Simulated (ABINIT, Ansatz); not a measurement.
# Sr3BiN (Pm-3m): one start, several treatments of the self-energy, part 2 of 2

Wanted: the gap of Sr3BiN (Pm-3m) under several approximations, with cost.

ABINIT 10.8.3; LDA and many-body steps on it, plane waves. Known limits of the many-body steps: not at the basis limit; model gap, bands may invert with spin-orbit coupling; screening runs away on this mesh; no spin-orbit coupling; coarse k mesh.

So far. Step 4 (G0W0, Godby-Needs plasmon pole): The gap on the mesh goes from 0.26 eV to 0.47 eV, a correction of +0.21 eV. Step 5 (G0W0, von der Linden-Horsch plasmon pole): Against G0W0 in ABINIT (2×2×2 mesh, 203 bands, screening to 141.5 eV, Godby-Needs plasmon pole), the gap moves by −0.103 eV.

## 6. G0W0, Hybertsen-Louie plasmon pole

Level of this step: G0W0 on LDA, plane waves, norm-conserving pseudopotentials (ABINIT).

Input file run.abi:

```
acell 3*1.0 Angstrom
rprim 
  5.234939930000 0.000000000000 0.000000000000
  0.000000000000 5.234939930000 0.000000000000
  0.000000000000 0.000000000000 5.234939930000
ntypat 3
znucl 38 83 7
natom 5
typat 1 1 1 2 3
xred 
  0.500000000000 0.500000000000 0.000000000000
  0.000000000000 0.500000000000 0.500000000000
  0.500000000000 0.000000000000 0.500000000000
  0.000000000000 0.000000000000 0.000000000000
  0.500000000000 0.500000000000 0.500000000000
pp_dirpath "pseudos"
pseudos "Sr.upf, Bi.upf, N.upf"
ecut 36
ngkpt 2 2 2
nshiftk 1
shiftk 0 0 0
kptopt 1
chksymbreak 0
istwfk *1
occopt 1
irdwfk 1
optdriver 4
nband 203
gwcalctyp 0
ecutsigx 36
symsigma 1
nkptgw 1
kptgw 
  0.0000000000 0.0000000000 0.0000000000
bdgw 
  27 31
ecuteps 5.2
irdscr 1
ppmodel 2
indata_prefix "in"
outdata_prefix "out"
tmpdata_prefix "tmp"
```

Started as:

```bash
$ OMP_NUM_THREADS=1 mpirun -n 8 abinit run.abi > log
```

Numbers of over 12 decimals in the logs are rounded to 6 here.

The program printed:

```text
.Version 10.8.3 of ABINIT. v10.8.2 released Aug 2026.

 Symmetries : space group Pm -3 m (#221); Bravais cP (primitive cubic)
[... echo of the input left out ...]
== DATASET  1 ==================================================================
-   mpi_nproc: 8, omp_nthreads: 1 (-1 if OMP is not activated)

--- !DatasetInfo
iteration_state: {dtset: 1, }
dimensions: {natom: 5, nkpt: 4, mband: 203, nsppol: 1, nspinor: 1, nspden: 1, mpw: 10026, }
cutoff_energies: {ecut:  36.0, pawecutdg:  -1.0, }
[...]
29   6.971 -14.528 -17.047   2.369   0.829  -0.206 -14.652  -0.125   6.846
       30   7.229  -8.597  -4.130  -4.332   0.844  -0.184  -8.484   0.114   7.343
       31   7.229  -8.597  -4.130  -4.332   0.844  -0.184  -8.484   0.114   7.343

== END DATASET(S) ==============================================================
================================================================================

 -outvars: echo values of variables after computation  --------
           etotal      0.0000000000E+00
            nband         203
             nkpt           4
          spgroup         221
 [... the other variables as echoed above ...]

 Calculation completed.
```

Elapsed: 11 s, on 8 MPI ranks of Arm Neoverse V1, shared host; peak memory 2.3 GiB.

This step gave:

- G0W0 gap on the points computed: 0.4970 eV
- starting gap on the mesh: 0.2585 eV
- k of the valence top: 0, 0, 0
- k of the conduction bottom: 0, 0, 0
- least direct G0W0 gap on the computed points: 0.4970 eV

Against G0W0 in ABINIT (2×2×2 mesh, 203 bands, screening to 141.5 eV, Godby-Needs plasmon pole), the gap moves by +0.026 eV.

## 7. One-shot Hartree-Fock

This step: one-shot Hartree-Fock on LDA, plane waves, norm-conserving pseudopotentials.

Edit run.abi of step 6 so:

```diff
@@ -27,4 +27,4 @@
 optdriver 4
-nband 203
-gwcalctyp 0
+nband 33
+gwcalctyp 5
 ecutsigx 36
@@ -36,5 +36,4 @@
   27 31
-ecuteps 5.2
-irdscr 1
-ppmodel 2
+ixc_sigma 40
+fftgw 31
 indata_prefix "in"
```

The program printed:

```text
.Version 10.8.3 of ABINIT. v10.8.2 released Aug 2026.

 Symmetries : space group Pm -3 m (#221); Bravais cP (primitive cubic)
[... echo of the input left out ...]
== DATASET  1 ==================================================================
-   mpi_nproc: 8, omp_nthreads: 1 (-1 if OMP is not activated)

--- !DatasetInfo
iteration_state: {dtset: 1, }
dimensions: {natom: 5, nkpt: 4, mband: 33, nsppol: 1, nspinor: 1, nspden: 1, mpw: 10026, }
cutoff_energies: {ecut:  36.0, pawecutdg:  -1.0, }
[...]
29   6.971 -14.528 -17.047   0.000   1.000   0.000 -17.047  -2.519   4.452
       30   7.229  -8.597  -4.130   0.000   1.000   0.000  -4.130   4.467  11.696
       31   7.229  -8.597  -4.130   0.000   1.000   0.000  -4.130   4.467  11.696

== END DATASET(S) ==============================================================
================================================================================

 -outvars: echo values of variables after computation  --------
           etotal      0.0000000000E+00
            nband          33
             nkpt           4
          spgroup         221
 [... the other variables as echoed above ...]

 Calculation completed.
```

The job ended after 4.1 s (8 MPI ranks; peak memory 0.36 GiB).

Numbers from this step:

* quasiparticle gap on the points computed: 7.244 eV
* starting gap on the mesh: 0.2585 eV
* k of the valence top: 0, 0, 0
* k of the conduction bottom: 0, 0, 0
* least direct quasiparticle gap on the computed points: 7.244 eV

Against G0W0 in ABINIT (2×2×2 mesh, 203 bands, screening to 141.5 eV, Godby-Needs plasmon pole), the gap moves by +6.773 eV.

## 8. Side by side

Times are wall times on 8 MPI ranks of Arm Neoverse V1, shared host, good to a factor of about two. A run's time includes the screening step that it read.

| run | mesh | bands | screening cutoff (eV) | DFT gap (eV) | gap on the mesh (eV) | direct (eV) | ε∞ used | time |
| --- | --- | --- | --- | --- | --- | --- | --- | --- |
| G0W0, Godby-Needs plasmon pole | 2×2×2 | 203 | 141.5 | 0.259 | 0.471 | 0.471 | 763.46 | 52 s |
| G0W0, von der Linden-Horsch plasmon pole | 2×2×2 | 203 | 141.5 | 0.259 | 0.368 | 0.368 | 763.46 | 51 s |
| G0W0, Hybertsen-Louie plasmon pole | 2×2×2 | 203 | 141.5 | 0.259 | 0.497 | 0.497 | 763.46 | 52 s |
| one-shot Hartree-Fock | 2×2×2 | - | - | 0.259 | 7.244 | 7.244 | - | 4.1 s |

## 9. Results

```yaml
g0w0_godby_needs_plasmon_pole: 0.471 eV
g0w0_von_der_linden_horsch_plasmon_pole: 0.368 eV
g0w0_hybertsen_louie_plasmon_pole: 0.497 eV
one_shot_hartree_fock: 7.244 eV
known_limits: not at the basis limit; model gap, bands may invert with spin-orbit coupling; screening runs away on this mesh; no spin-orbit coupling; coarse k mesh
```

What this shows: G0W0, von der Linden-Horsch plasmon pole: −0.103 eV against G0W0, Godby-Needs plasmon pole. G0W0, Hybertsen-Louie plasmon pole: +0.026 eV against G0W0, Godby-Needs plasmon pole. One-shot Hartree-Fock: +6.773 eV against G0W0, Godby-Needs plasmon pole. Bare exchange alone opens the gap to 7.24 eV; against G0W0, correlation takes back 6.77 eV. Bands and cutoff are finite, so the gap is not at the basis limit. The miss can reach some tenths of an eV and take either sign; the mesh is an error of its own. In the first G0W0 run levels were corrected at 1 k point alone, so a gap called «on the mesh» is the least over those, and an edge elsewhere would be missed. The 2×2×2 mesh is coarse for this cell, which bears on the long-range parts of exchange and screening. Where an edge is built on 6p states of lead, bismuth or thallium, scalar-relativistic gaps usually stand too wide, by a few tenths to over one eV. With atoms this heavy and so narrow a gap, spin-orbit coupling can invert the bands. These scalar-relativistic gaps are then model values, not to be set against experiment, and a spin-orbit change taken from DFT can't simply be added. For the LDA start: On this mesh the RPA ε∞ passes 90, more than nearly any semiconductor shows; a coarse mesh does this where one point with a narrow direct gap carries much weight. The screening is then too strong, and the G0W0 gap should not be taken as the material's.

[Paths, hosts, dates, memory and timing lines, banners, echoed tables and standing remarks are left out of the program output.]

[Logs are printed without paths, hosts, clocks, repeated set-up lines and the standing remarks that a program may print on its own settings, such as how far it seeks lower states.]

[Runs of the session that timed out or met a known fault of the program may be left out.]

[No measured gap is set beside runs whose start may be inverted or whose files or cutoffs have a known fault.]

[Hosts, paths, dates, database ids (printed as entryN), source tags and the programs' standing remarks are cut or masked in the printed files.]

[G0W0 gaps are taken among the corrected bands and points alone; a level outside them can change the order at an edge.]

[Where Ansatz stands beside ABINIT at settings called matched, ABINIT's density can come from a denser mesh and the files from another edition; pairs whose starting gaps differed by over 0.03 eV were left out, so agreement reads better than it is.]
